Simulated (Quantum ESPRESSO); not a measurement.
# BP (F-43m): phonon frequency against volume, with a fit

By how much does an optical zone-centre mode of BP (F-43m) shift under hydrostatic pressure?

Method: DFT PBE, scalar-relativistic, plane waves, PseudoDojo norm-conserving pseudopotentials, in Quantum ESPRESSO 7.5.

### Step 1. The relaxed structure

The structure is cubic, space group F-43m (No. 216). Conventional cell: a = 4.547 Å, b = 4.547 Å, c = 4.547 Å, α = 90.00°, β = 90.00°, γ = 90.00°. B has 4 P at 1.97 Å nearest. Nearest to P lie 4 B at 1.97 Å. Farther neighbours are not listed.

Coordinates:

```cif
data_structure
_symmetry_space_group_name_H-M 'F-43m'
_symmetry_Int_Tables_number 216
_cell_length_a 4.5473
_cell_length_b 4.5473
_cell_length_c 4.5473
_cell_angle_alpha 90.000
_cell_angle_beta 90.000
_cell_angle_gamma 90.000
_cell_volume 94.03
loop_
_atom_site_label
_atom_site_type_symbol
_atom_site_symmetry_multiplicity
_atom_site_Wyckoff_symbol
_atom_site_fract_x
_atom_site_fract_y
_atom_site_fract_z
_atom_site_occupancy
B1 B 4 a 0.00000 0.00000 0.00000 1
P1 P 4 d 0.25000 0.25000 0.75000 1
```

This is the cell after its relaxation at this level of theory, not the database cell from which that began.

### Step 2. Runs at several volumes

The relaxed cell is scaled uniformly; in this structure symmetry fixes all atoms, so nothing has to be relaxed anew. Each volume gets a ground state and a response at Γ. The mode followed is the highest one without the macroscopic field, of symmetry T2; longitudinal polar modes lie higher. Cutoff 84 Ry, k mesh 12×12×12.

From the response at V/V₀ = 0.97:

Output:

```text
[banners, grids, parts of the stress and lines that vanish by symmetry left out]
Program PHONON v.7.5
     Reading xml data from directory:

[...]
Exchange-correlation= PBE
                           (   1   4   3   4   0   0   0)
[...]
kinetic-energy cut-off    =      84.0000  Ry
     charge density cut-off    =     336.0000  Ry
     convergence threshold     =      1.0E-18
[...]
Exchange-correlation= PBE
                           (   1   4   3   4   0   0   0)
[...]
q = (   0.0000000   0.0000000   0.0000000 )
     25 Sym.Ops. (with q -> -q+G )
     G cutoff =  615.8292  (  16049 G-vectors)     FFT grid: ( 36, 36, 36)
     number of k points=    72
[...]
Mode symmetry, T_d (-43m)  point group:
[...]
Dielectric constant
[...]
End of electric fields calculation
          Dielectric constant in cartesian axis
          (       9.130188799      -0.000000000       0.000000000 )
          (      -0.000000000       9.130188799      -0.000000000 )
          (       0.000000000      -0.000000000       9.130188799 )
          Effective charges (d Force / dE) in cartesian axis without acoustic sum rule applied (asr)
           atom    1  B     Mean Z*:       -0.60141
      Ex  (       -0.60141       -0.00000        0.00000 )
      Ey  (       -0.00000       -0.60141        0.00000 )
      Ez  (       -0.00000        0.00000       -0.60141 )
           atom    2  P     Mean Z*:        0.59791
      Ex  (        0.59791        0.00000       -0.00000 )
      Ey  (       -0.00000        0.59791        0.00000 )
      Ez  (       -0.00000        0.00000        0.59791 )
          Effective charges Sum: Mean:       -0.00350
[...]
Effective charges (d Force / dE) in cartesian axis with asr applied:
           atom    1  B     Mean Z*:       -0.59966
[...]
atom    2  P     Mean Z*:        0.59966
[...]
Representation #   1 modes #   1   2   3
[...]
End of self-consistent calculation
     Convergence has been achieved
     Representation #   2 modes #   4   5   6
[...]
End of self-consistent calculation
     Convergence has been achieved
[...]
Dielectric constant in cartesian axis
          (       9.130188799      -0.000000000       0.000000000 )
          (      -0.000000000       9.130188799      -0.000000000 )
          (       0.000000000      -0.000000000       9.130188799 )
          Effective charges (d Force / dE) in cartesian axis without acoustic sum rule applied (asr)
           atom    1  B     Mean Z*:       -0.60141
      Ex  (       -0.60141       -0.00000        0.00000 )
      Ey  (       -0.00000       -0.60141        0.00000 )
      Ez  (       -0.00000        0.00000       -0.60141 )
           atom    2  P     Mean Z*:        0.59791
      Ex  (        0.59791        0.00000       -0.00000 )
      Ey  (       -0.00000        0.59791        0.00000 )
      Ez  (       -0.00000        0.00000        0.59791 )
          Effective charges Sum: Mean:       -0.00350
[...]
Effective charges (d Force / dE) in cartesian axis with asr applied:
           atom    1  B     Mean Z*:       -0.59966
[...]
atom    2  P     Mean Z*:        0.59966
[...]
q = (    0.000000000   0.000000000   0.000000000 )
[...]
freq (    1) =      -0.024582 [THz] =      -0.819966 [cm-1]
     freq (    2) =      -0.024582 [THz] =      -0.819966 [cm-1]
     freq (    3) =      -0.024582 [THz] =      -0.819966 [cm-1]
     freq (    4) =      24.720965 [THz] =     824.602640 [cm-1]
     freq (    5) =      24.720965 [THz] =     824.602640 [cm-1]
     freq (    6) =      24.720965 [THz] =     824.602640 [cm-1]
[...]
Mode symmetry, T_d (-43m)  point group:
     freq (   1-   3) =         -0.8  [cm-1]   --> T_2  G_15 P_4   I+R
     freq (   4-   6) =        824.6  [cm-1]   --> T_2  G_15 P_4   I+R

   JOB DONE.
```

One volume, V/V₀ = 1, is held back as a test.

```
V/V₀  volume (Å³/atom)  pressure (GPa)   ω (cm⁻¹)
0.97            11.401            5.21     824.60
   1            11.753            0.00  held back
1.03            12.106           -4.50     776.54
```

### Step 3. The fit

The mode Grüneisen parameter is γ = −d ln ω / d ln V.

```
ln(V/V₀)    ln ω
 -0.0305  6.7149
  0.0296  6.6548
```

A straight line through these points has the slope -1.001, so γ = 1.00; at V/V₀ = 1 it predicts ω = exp(6.6844 + 0.0000) = 799.85 cm⁻¹.

A parabola of pressure against ln V through V/V₀ = 0.97, 1 and 1.03 gives the bulk modulus B = −dP/d ln V = 162 GPa at V₀. With ω₀ from the fitted line the pressure coefficient follows as dω/dP = γ ω₀ / B = 1.00 × 799.8 / 162 = 4.96 cm⁻¹/GPa.

### Step 4. The run that was held back

Output:

```text
[banners, grids, parts of the stress and lines that vanish by symmetry left out]
[banner, memory and clock lines left out]
Program PHONON v.7.5

[...]
Exchange-correlation= PBE
                           (   1   4   3   4   0   0   0)
[...]
(   8 q-points):
[...]
kinetic-energy cut-off    =      84.0000  Ry
     charge density cut-off    =     336.0000  Ry
     convergence threshold     =      1.0E-18
[...]
Exchange-correlation= PBE
                           (   1   4   3   4   0   0   0)
[...]
q = (   0.0000000   0.0000000   0.0000000 )
     25 Sym.Ops. (with q -> -q+G )
     G cutoff =  628.4621  (  16529 G-vectors)     FFT grid: ( 36, 36, 36)
     number of k points=    72
[...]
Mode symmetry, T_d (-43m)  point group:
[...]
Dielectric constant
[...]
End of electric fields calculation
          Dielectric constant in cartesian axis
          (       9.144424345      -0.000000000       0.000000000 )
          (      -0.000000000       9.144424345      -0.000000000 )
          (       0.000000000       0.000000000       9.144424345 )
          Effective charges (d Force / dE) in cartesian axis without acoustic sum rule applied (asr)
           atom    1  B     Mean Z*:       -0.50235
      Ex  (       -0.50235        0.00000        0.00000 )
      Ey  (        0.00000       -0.50235       -0.00000 )
      Ez  (        0.00000       -0.00000       -0.50235 )
           atom    2  P     Mean Z*:        0.49894
      Ex  (        0.49894       -0.00000        0.00000 )
      Ey  (       -0.00000        0.49894        0.00000 )
[...]
Convergence has been achieved
[...]
q = (    0.000000000  -1.000000000   0.000000000 )
[...]
freq (    5) =      21.044620 [THz] =     701.972954 [cm-1]
     freq (    6) =      23.414634 [THz] =     781.028116 [cm-1]
[...]
Mode symmetry, D_2d (-42m) point group:
     freq (   1-   2) =        314.0  [cm-1]   --> E    X_5  W_3
     freq (   3-   3) =        525.0  [cm-1]   --> A_1  X_1  W_1
     freq (   4-   5) =        702.0  [cm-1]   --> E    X_5  W_3
     freq (   6-   6) =        781.0  [cm-1]   --> B_2  X_3  W_2
[...]
Mode symmetry, S_4 (-4)    point group:
[...]
Convergence has been achieved
[...]
Convergence has been achieved
[...]
Convergence has been achieved
[...]
Convergence has been achieved
     Representation #   5 mode #   5
[...]
End of self-consistent calculation
     Convergence has been achieved
     Representation #   6 mode #   6
[...]
End of self-consistent calculation
     Convergence has been achieved
[...]
q = (   -0.500000000  -1.000000000   0.000000000 )
[...]
freq (    1) =      11.003810 [THz] =     367.047605 [cm-1]
     freq (    2) =      12.380515 [THz] =     412.969534 [cm-1]
     freq (    3) =      13.032873 [THz] =     434.729843 [cm-1]
     freq (    4) =      19.813956 [THz] =     660.922433 [cm-1]
     freq (    5) =      21.025119 [THz] =     701.322469 [cm-1]
     freq (    6) =      23.137045 [THz] =     771.768750 [cm-1]
[...]
Mode symmetry, S_4 (-4)    point group:
     freq (   1-   1) =        367.0  [cm-1]   --> E*   W_2
     freq (   2-   2) =        413.0  [cm-1]   --> B    W_3
     freq (   3-   3) =        434.7  [cm-1]   --> A    W_1
     freq (   4-   4) =        660.9  [cm-1]   --> E    W_4
     freq (   5-   5) =        701.3  [cm-1]   --> B    W_3
     freq (   6-   6) =        771.8  [cm-1]   --> E*   W_2
```

It gives 799.95 cm⁻¹ against the predicted 799.85 cm⁻¹, a miss of 0.1 cm⁻¹.

### Step 5. Outcome

```
mode Grüneisen parameter : 1.001
bulk modulus             : 162 GPa
pressure coefficient     : 4.96 cm⁻¹/GPa
```

The highest optical mode of BP (F-43m) without the LO-TO term stiffens by 4.96 cm⁻¹ a GPa near the relaxed volume, with γ = 1.00. The power law meets all 3 runs within 0.02 %. Such a coefficient turns a measured shift of this mode into a hydrostatic stress; uniaxial or biaxial stress splits the mode and needs deformation potentials. These are harmonic values at zero temperature for the structure held cubic, which a run at Γ can't show to be stable; the bulk modulus rests on three points.

[Host names and launcher messages were left out of these logs when they were recorded.]

[Logs are printed without paths, hosts, clocks, repeated set-up lines and the standing remarks that a program may print on its own settings, such as how far it seeks lower states.]

[Hosts, paths, dates, database ids (printed as entryN), source tags and the programs' standing remarks are cut or masked in the printed files.]
